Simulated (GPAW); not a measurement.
# A Ru chain with one N atom in line: relaxation, then transmission at several levels, part 2 of 2

Aim: the conductance of a Ru chain with one N atom in line after relaxation, and whether geometry, basis or functional moves it most.

GPAW 26.7.0; GPAW LCAO, PAW setups; relaxation of the junction within the symmetry of its start, lead ends held (the session's first sound run).

So far, transmission at the Fermi level (one spin): step 3 (double-zeta polarised basis) 2.77; step 4 (basis szp(dzp)) 2.83.

## Step 5: Minimal basis

One function for each valence shell of the setup, as for a first survey of a large system.

run.py reads:

```python
import json
import numpy as np
from ase import Atoms
from ase.transport.calculators import TransportCalculator
from gpaw import GPAW, FermiDirac
from gpaw.lcao.tools import get_lcao_hamiltonian
from scipy.linalg import eigh

# The junction with lead layers at both ends, along the third cell vector
device = Atoms(
    ['Ru', 'Ru', 'Ru', 'Ru', 'Ru', 'Ru', 'Ru', 'Ru', 'N', 'Ru', 'Ru', 'Ru', 'Ru', 'Ru', 'Ru', 'Ru', 'Ru'],
    positions=[
        [4.50000, 4.50000, 1.12500],
        [4.50000, 4.50000, 3.37500],
        [4.50000, 4.50000, 5.62500],
        [4.50000, 4.50000, 7.87500],
        [4.50000, 4.50000, 10.12500],
        [4.50000, 4.50000, 12.37500],
        [4.50000, 4.50000, 14.62500],
        [4.50000, 4.50000, 16.79793],
        [4.50000, 4.50000, 18.58440],
        [4.50000, 4.50000, 20.37087],
        [4.50000, 4.50000, 22.54380],
        [4.50000, 4.50000, 24.79380],
        [4.50000, 4.50000, 27.04380],
        [4.50000, 4.50000, 29.29380],
        [4.50000, 4.50000, 31.54380],
        [4.50000, 4.50000, 33.79380],
        [4.50000, 4.50000, 36.04380]],
    cell=[[9.0, 0.0, 0.0], [0.0, 9.0, 0.0], [0.0, 0.0, 37.1688]],
    pbc=True)

# One principal layer of the lead: the first 5 atoms of the device
lead = Atoms(
    ['Ru', 'Ru', 'Ru', 'Ru', 'Ru'],
    positions=[
        [4.50000, 4.50000, 1.12500],
        [4.50000, 4.50000, 3.37500],
        [4.50000, 4.50000, 5.62500],
        [4.50000, 4.50000, 7.87500],
        [4.50000, 4.50000, 10.12500]],
    cell=[[9.0, 0.0, 0.0], [0.0, 9.0, 0.0], [0.0, 0.0, 11.25]],
    pbc=True)

settings = dict(mode='lcao', basis='sz(dzp)', xc='PBE', h=0.18,
                occupations=FermiDirac(0.1), maxiter=250,
                mixer=dict(beta=0.1, nmaxold=8, weight=100.0),
                convergence=dict(density=0.0001))
energies = np.arange(-2, 2 + 1e-9, 0.025)
eta = 0.0001
n1, n2 = 1, 1
# k and -k transmit alike, so half of the mesh across the current serves
mesh = [(i, j) for i in range(n1) for j in range(n2) if (i, j) <= (-i % n1, -j % n2)]
weights = np.array([1 if (i, j) == (-i % n1, -j % n2) else 2 for i, j in mesh]) / (n1 * n2)


def ground_state(atoms, size, txt):
    atoms.calc = GPAW(kpts={'size': size, 'gamma': True}, symmetry={'tolerance': 1e-3}, txt=txt, **settings)
    atoms.get_potential_energy()
    return atoms.calc.get_fermi_level()


def blocks(atoms, fermi, points, nz, cells):
    """H - E_F S and S between cell 0 and the cells above it, at each point across the current."""
    kz = np.arange(nz) / nz
    calc = atoms.calc.fixed_density(kpts=[(*k, z) for k in points for z in kz], symmetry='off', txt=None)
    H, S = get_lcao_hamiltonian(calc)
    H = (H - fermi * S).reshape(len(H), len(points), nz, *S.shape[1:])
    S = S.reshape(H.shape[1:])
    phases = [np.exp(-2j * np.pi * kz * R) / nz for R in cells]
    return [(np.einsum('skzij,z->ksij', H, p), np.einsum('kzij,z->kij', S, p)) for p in phases]


def pair(a, b):
    return np.block([[a, b], [b.T.conj(), a]])


def count_channels(h, s, cells, nk=240):
    """Half the number of times that the lead's bands cross each energy, unfolded to its shortest repeat."""
    b = len(h) // cells
    bands = []
    for k in (np.arange(nk + 1) + 0.5) / nk:
        hk, sk = h[:b, :b].copy(), s[:b, :b].copy()
        for R in range(1, cells):
            phase, block = np.exp(2j * np.pi * k * R), slice(R * b, (R + 1) * b)
            hk += h[:b, block] * phase + (h[:b, block] * phase).T.conj()
            sk += s[:b, block] * phase + (s[:b, block] * phase).T.conj()
        w, u = eigh(sk)
        x = u[:, w > 1e-5] / w[w > 1e-5]**0.5  # drop near-dependent combinations
        bands.append(np.r_[eigh(x.T.conj() @ hk @ x, eigvals_only=True), [1e9] * (w <= 1e-5).sum()])
    below = np.array(bands)[:, :, None] < energies
    return (below[1:] != below[:-1]).sum((0, 1)) / 2


fermi_lead = ground_state(lead, (1, 1, 10), 'lead.txt')
fermi_device = ground_state(device, (1, 1, 2), 'device.txt')
T, channels, eigen, tail, misfit, shifts = [], [], [], 0.0, 0.0, []
for first in range(0, len(mesh), 384):
    points = [(i / n1, j / n2) for i, j in mesh[first:first + 384]]
    (H0k, S0k), (H1k, S1k), (H2k, _) = blocks(lead, fermi_lead, points, 5, range(3))
    [(Hk, Sk)] = blocks(device, fermi_device, points, 2, [0])
    tail = max(tail, abs(H2k).max())
    for H0, S0, H1, S1, H, S in zip(H0k, S0k, H1k, S1k, Hk, Sk):
        n = len(S0)
        # Shift the lead onto the potential of the device's first layer
        shift = ((H[:, 0, 0] - H0[:, 0, 0]) / S0[0, 0]).real.mean()
        shifts.append(shift)
        misfit = max(misfit, abs(H[:, :n, :n] - H0 - shift * S0).max())
        Tk, Ck, Ek = [], [], []
        for s in range(len(H)):
            t = s % len(H0)  # a lead without moments serves both spins
            h1, s1 = pair(H0[t] + shift * S0, H1[t] + shift * S1), pair(S0, S1)
            leads = dict(h1=h1, s1=s1, energies=energies, eta=eta, eta1=eta, eta2=eta)
            calc = TransportCalculator(h=H[s], s=S, eigenchannels=3, **leads)
            Tk.append(calc.get_transmission())
            Ek.append(np.sort(calc.eigenchannels_ne, axis=0)[::-1])
            Ck.append(count_channels(h1, s1, 10))
        T.append(Tk)
        channels.append(Ck)
        eigen.append(Ek)
T, channels = np.array(T), np.array(channels)
mean, open_channels = np.einsum('kse,k->se', T, weights), np.einsum('kse,k->se', channels, weights)

print(f'basis functions: device {len(S)}, principal layer {n}')
print(f'Fermi level: lead {fermi_lead:.4f} eV, device {fermi_device:.4f} eV; lead shifted by {np.mean(shifts):.4f} eV')
print(f'largest coupling past the next layer {tail:.2e} eV, largest misfit of the first layer {misfit:.3f} eV')
print('  E-E_F (eV)   ' + 'T (one spin)  channels')
for e, t, c in zip(energies, mean.T, open_channels.T):
    print(f'{e:10.3f}  ', *[f'{x:11.4e}' for x in t], *[f'{x:9.4f}' for x in c])

kT = 8.617333e-5 * 300
fine = np.linspace(energies[0], energies[-1], 4001)
both = np.exp(np.interp(fine, energies, np.log(np.maximum(mean.sum(0) * 2 / len(mean), 1e-30))))
fermi = lambda mu: 1 / (1 + np.exp(np.clip((fine - mu) / kT, -200, 200)))
slope = fermi(0) * (1 - fermi(0)) / kT
G = np.trapezoid(both * slope, fine) / 2
seebeck = -np.trapezoid(both * slope * fine, fine) / (2 * G * 300) * 1e6
print(f'conductance at 300 K: {G:.5g} G0 a cell; thermopower {seebeck:.4g} uV/K')
bias = [0.1, 0.2, 0.5, 1.0, 1.5, 2.0]
current = [38.74 * np.trapezoid(both * (fermi(V / 2) - fermi(-V / 2)), fine) for V in bias]
for V, I in zip(bias, current):
    print(f'current from the zero-bias T(E) at {V} V: {I:.5g} uA')
zero = abs(energies).argmin()
json.dump(dict(energies=energies.tolist(), T=mean.tolist(), channels=open_channels.tolist(), G=G, seebeck=seebeck,
               bias=bias, current=current, tail=tail, misfit=misfit, shift=np.mean(shifts), n_device=len(S), n_lead=n,
               fermi=[fermi_lead, fermi_device], energy=device.get_potential_energy(),
               moments=device.get_magnetic_moments().tolist(), mesh=mesh, weights=weights.tolist(),
               T_k=T[:, :, zero].tolist(), eigen=np.array(eigen[0]).tolist()), open('result.json', 'w'))
```

Command:

```sh
OMP_NUM_THREADS=1 OPENBLAS_NUM_THREADS=1 python run.py
```

Run time: 3.6 min. Hardware: 1 thread of Arm Neoverse V1, shared host; peak memory 2 GiB.

This step gave:

| Quantity | Value |
| --- | --- |
| conductance | 2.800 G₀ |
| largest coupling past the next principal layer | 2.00e-5 eV |
| largest misfit of the first principal layer | 0.04333 eV |
| shift that aligns the lead | -0.01566 eV |
| basis functions of the junction | 212 |
| basis functions of a principal layer | 65 |
| transmission at the Fermi level (one spin) | 2.800 |

One spin. Table of transmission, zone mean by energy, zero at the Fermi level:

```
energy (eV)  transmission, zone mean
     -2.000                     2.64
     -1.900                     2.62
     -1.800                     2.61
     -1.700                     2.60
     -1.600                     2.60
     -1.500                     2.61
     -1.400                     2.63
     -1.300                     2.66
     -1.200                     2.75
     -1.100                     2.67
     -1.000                     2.65
     -0.900                     2.64
     -0.800                     2.63
     -0.700                     2.63
     -0.600                     2.64
     -0.500                     2.66
     -0.400                     2.69
     -0.300                     2.71
     -0.200                     2.74
     -0.100                     2.78
      0.000                     2.80
      0.100                     2.82
      0.200                     2.83
      0.300                     2.84
      0.400                     2.86
      0.500                     2.88
      0.600                     2.90
      0.700                     2.92
      0.800                     2.94
      0.900                     2.96
      1.000                     2.97
      1.100                     2.99
      1.200                     3.00
      1.225                     3.00
      1.300                     2.99
      1.400                     2.96
      1.500                     2.88
      1.600                     2.74
      1.625                     2.80
      1.700                     2.71
      1.800                     2.39
      1.900                     1.92
      2.000                     1.02
```

The conductance, 2.80 G₀, lies 1.2 % above that of the dzp run.

## Step 6: LDA in the dzp basis: xc = "LDA"

Back in the dzp basis, the functional changes from PBE to LDA, to set the spread between functionals beside that between bases.

run.py, as its differences from that of step 5:

```diff
@@ -44,3 +44,3 @@
 
-settings = dict(mode='lcao', basis='sz(dzp)', xc='PBE', h=0.18,
+settings = dict(mode='lcao', basis='dzp', xc='LDA', h=0.18,
                 occupations=FermiDirac(0.1), maxiter=250,
```

It took 6.4 min on 1 thread; peak memory 2.2 GiB.

This step gave:

```
conductance                                    : 2.776 G₀
largest coupling past the next principal layer : 2.03e-5 eV
largest misfit of the first principal layer    : 0.03333 eV
shift that aligns the lead                     : -0.01483 eV
basis functions of the junction                : 477
basis functions of a principal layer           : 145
transmission at the Fermi level (one spin)     : 2.777
```

The conductance, 2.78 G₀, lies 0.3 % above that of the dzp run.

## Step 7: The structure as built: geometry = "as built"

The dzp basis with PBE on the structure as first built shows what the relaxation was worth.

run.py, as its differences from that of step 6:

```diff
@@ -19,5 +19,5 @@
         [4.50000, 4.50000, 14.62500],
-        [4.50000, 4.50000, 16.79793],
+        [4.50000, 4.50000, 16.87500],
         [4.50000, 4.50000, 18.58440],
-        [4.50000, 4.50000, 20.37087],
+        [4.50000, 4.50000, 20.29380],
         [4.50000, 4.50000, 22.54380],
@@ -44,3 +44,3 @@
 
-settings = dict(mode='lcao', basis='dzp', xc='LDA', h=0.18,
+settings = dict(mode='lcao', basis='dzp', xc='PBE', h=0.18,
                 occupations=FermiDirac(0.1), maxiter=250,
```

The job ended after 6.9 min (1 thread; peak memory 2.2 GiB).

Numbers from this step:

* conductance: 3.096 G₀
* largest coupling past the next principal layer: 2.00e-5 eV
* largest misfit of the first principal layer: 0.03980 eV
* shift that aligns the lead: -0.01085 eV
* transmission at the Fermi level (one spin): 3.098

One spin. Transmission, zone mean against energy, zero at the Fermi level:

energy (eV), transmission, zone mean and a bar from the least value:
```
   -2.000       2.48 ###########
   -1.900       2.50 ###########
   -1.800       2.53 ############
   -1.700       2.56 #############
   -1.600       2.59 ##############
   -1.500       2.63 ###############
   -1.400       2.68 #################
   -1.300       2.75 ###################
   -1.200       2.83 #####################
   -1.100       2.87 #######################
   -1.000       2.91 ########################
   -0.900       2.94 #########################
   -0.800       2.97 ##########################
   -0.700       2.99 ##########################
   -0.600       3.00 ###########################
   -0.500       3.02 ###########################
   -0.400       3.05 ############################
   -0.300       3.06 #############################
   -0.200       3.07 #############################
   -0.100       3.10 ##############################
   -0.050       3.11 ##############################
    0.000       3.10 ##############################
    0.100       3.08 #############################
    0.200       3.03 ###########################
    0.300       3.01 ###########################
    0.400       3.01 ###########################
    0.500       3.02 ###########################
    0.600       3.01 ###########################
    0.700       3.01 ###########################
    0.800       3.00 ###########################
    0.900       3.00 ###########################
    1.000       2.99 ##########################
    1.100       2.97 ##########################
    1.200       2.95 #########################
    1.300       2.92 ########################
    1.400       2.88 #######################
    1.500       2.83 #####################
    1.600       2.75 ###################
    1.700       2.74 ##################
    1.725       2.74 ###################
    1.800       2.69 #################
    1.900       2.50 ###########
    2.000       2.14
```

The conductance, 3.10 G₀, lies 12 % above that of the dzp run.

## Step 8: The ladder

Times are for 1 thread of Arm Neoverse V1, shared host. Results by setting:

```
no.      run  conductance (G₀)     time  memory (GiB)
  1      dzp             2.767  6.9 min           2.2
  2      szp             2.831  4.4 min           2.1
  3       sz             2.800  3.6 min           2.0
  4  dzp LDA             2.776  6.4 min           2.2
  5  asbuilt             3.096  6.9 min           2.2
```

## Step 9: Comparison

The curves are compared point by point over the common energies.

This step: comparison of transmission and cost over codes, levels and geometry (GPAW 26.7.0).

Ladder, by row:

```
   step  code  T at the Fermi level (sum over the listed spins)  conductance (G0)  r.m.s. T(E) from the first  wall time (s)  peak memory (GiB)  threads
    dzp  GPAW                                             2.767             2.767                           0          411.1                2.2        1
    szp  GPAW                                             2.831             2.831                       0.123          264.2               2.09        1
     sz  GPAW                                               2.8               2.8                      0.1998          215.1               1.99        1
dzp-LDA  GPAW                                             2.777             2.776                     0.01654          382.5                2.2        1
asbuilt  GPAW                                             3.098             3.096                      0.2335          413.2                2.2        1
```

Table of transmission, zone mean, sum over the listed spins by energy, zero at the Fermi level:

```
energy (eV)   dzp   szp    sz  dzp-LDA  asbuilt
     -2.000  2.66  2.67  2.64     2.65     2.48
     -1.800  2.62  2.63  2.61     2.61     2.53
     -1.600  2.60  2.62  2.60     2.60     2.59
     -1.400  2.63  2.64  2.63     2.64     2.68
     -1.275  2.69  2.67  2.67     2.66     2.77
     -1.200  2.69  2.78  2.75     2.67     2.83
     -1.000  2.59  2.67  2.65     2.59     2.91
     -0.800  2.58  2.66  2.63     2.58     2.97
     -0.600  2.60  2.68  2.64     2.60     3.00
     -0.400  2.65  2.72  2.69     2.65     3.05
     -0.200  2.71  2.77  2.74     2.71     3.07
      0.000  2.77  2.83  2.80     2.78     3.10
      0.200  2.78  2.85  2.83     2.79     3.03
      0.400  2.82  2.88  2.86     2.82     3.01
      0.600  2.86  2.91  2.90     2.86     3.01
      0.800  2.90  2.95  2.94     2.89     3.00
      1.000  2.94  2.98  2.97     2.93     2.99
      1.200  2.99  3.01  3.00     2.98     2.95
      1.225  3.00  3.01  3.00     2.99     2.94
      1.250  3.00  3.01  3.00     3.00     2.94
      1.400  3.02  2.98  2.96     3.02     2.88
      1.425  3.02  2.97  2.94     3.02     2.87
      1.600  2.97  2.73  2.74     2.97     2.75
      1.700  2.95  2.84  2.71     2.94     2.74
      1.800  2.82  2.61  2.39     2.77     2.69
      2.000  2.24  1.50  1.02     2.29     2.14
```

## Step 10: K-points along the lead 4

The lead's own mesh along the current sets its density and potential; where the lead is aligned to the junction's end layer, a rigid shift drops out.

This step: GPAW LCAO, PAW setups; Landauer transmission from Green's functions with principal layers (ASE), zero bias (GPAW 26.7.0).

run.py, as its differences from that of step 7:

```diff
@@ -19,5 +19,5 @@
         [4.50000, 4.50000, 14.62500],
-        [4.50000, 4.50000, 16.87500],
+        [4.50000, 4.50000, 16.79793],
         [4.50000, 4.50000, 18.58440],
-        [4.50000, 4.50000, 20.29380],
+        [4.50000, 4.50000, 20.37087],
         [4.50000, 4.50000, 22.54380],
@@ -94,3 +94,3 @@
 
-fermi_lead = ground_state(lead, (1, 1, 10), 'lead.txt')
+fermi_lead = ground_state(lead, (1, 1, 4), 'lead.txt')
 fermi_device = ground_state(device, (1, 1, 2), 'device.txt')
```

Elapsed: 6.7 min, on 1 thread; peak memory 2.2 GiB.

The run finished with changed settings (lead_nz = 4); it serves as a test.

Side by side:

```
                                           quantity   this run  sound run  difference
                                   conductance (G₀)     2.7658     2.7669    -0.00110
largest coupling past the next principal layer (eV)   2.001e-5   2.002e-5     -1.0e-8
   largest misfit of the first principal layer (eV)   0.040010   0.039974      3.7e-5
                    shift that aligns the lead (eV)  -0.028747  -0.013516     -0.0152
         transmission at the Fermi level (one spin)     2.7658     2.7673    -0.00149
```

## Step 11: What came out

* conductance: 2.77 G₀
* transmission at the Fermi level, mean of the spins: 2.77

In words: In the dzp basis the junction conducts 2.77 G₀ at 300 K, with T = 2.77 a spin at the Fermi level; the sz basis reaches that conductance within 10 %. Relaxation moved atoms by up to 0.077 Å and took the conductance from 3.10 to 2.77 G₀, as a ratio a larger change than the step from dzp to the minimal basis. At the Fermi level the three most open eigenchannels pass 0.94, 0.94 and 0.83. Measured against the first run (dzp), the nearest curve is that of dzp-LDA (r.m.s. 0.017) and the farthest that of asbuilt (0.23). Over the compared runs wall time goes from 215 s (sz) to 413 s (asbuilt), on a shared host. The leads kept an estimated spacing and the cell its length, so the junction may be under some tension or compression. The geometry comes from the orbital basis, which tends to overbind, and kept the symmetry of the start, so a structure of lower symmetry may lie lower. The run had no spin polarisation, so a magnetic state, which chains and small molecules with open shells often have, wasn't tested. An evenly spaced straight chain is an idealisation: free chains tend to dimerise, zigzag or, where a band edge lies near the Fermi level, turn magnetic. The currents use the zero-bias T(E) throughout, which holds only while the bias is small against the distance to the nearest feature. The thermopower isn't quoted: it samples T(E) farther from the Fermi level than the conductance does, and the energy grid wasn't tested for it.

[Logs are printed without paths, hosts, clocks, repeated set-up lines and the standing remarks that a program may print on its own settings, such as how far it seeks lower states.]

[Hosts, paths, dates, database ids (printed as entryN), source tags and the programs' standing remarks are cut or masked in the printed files.]
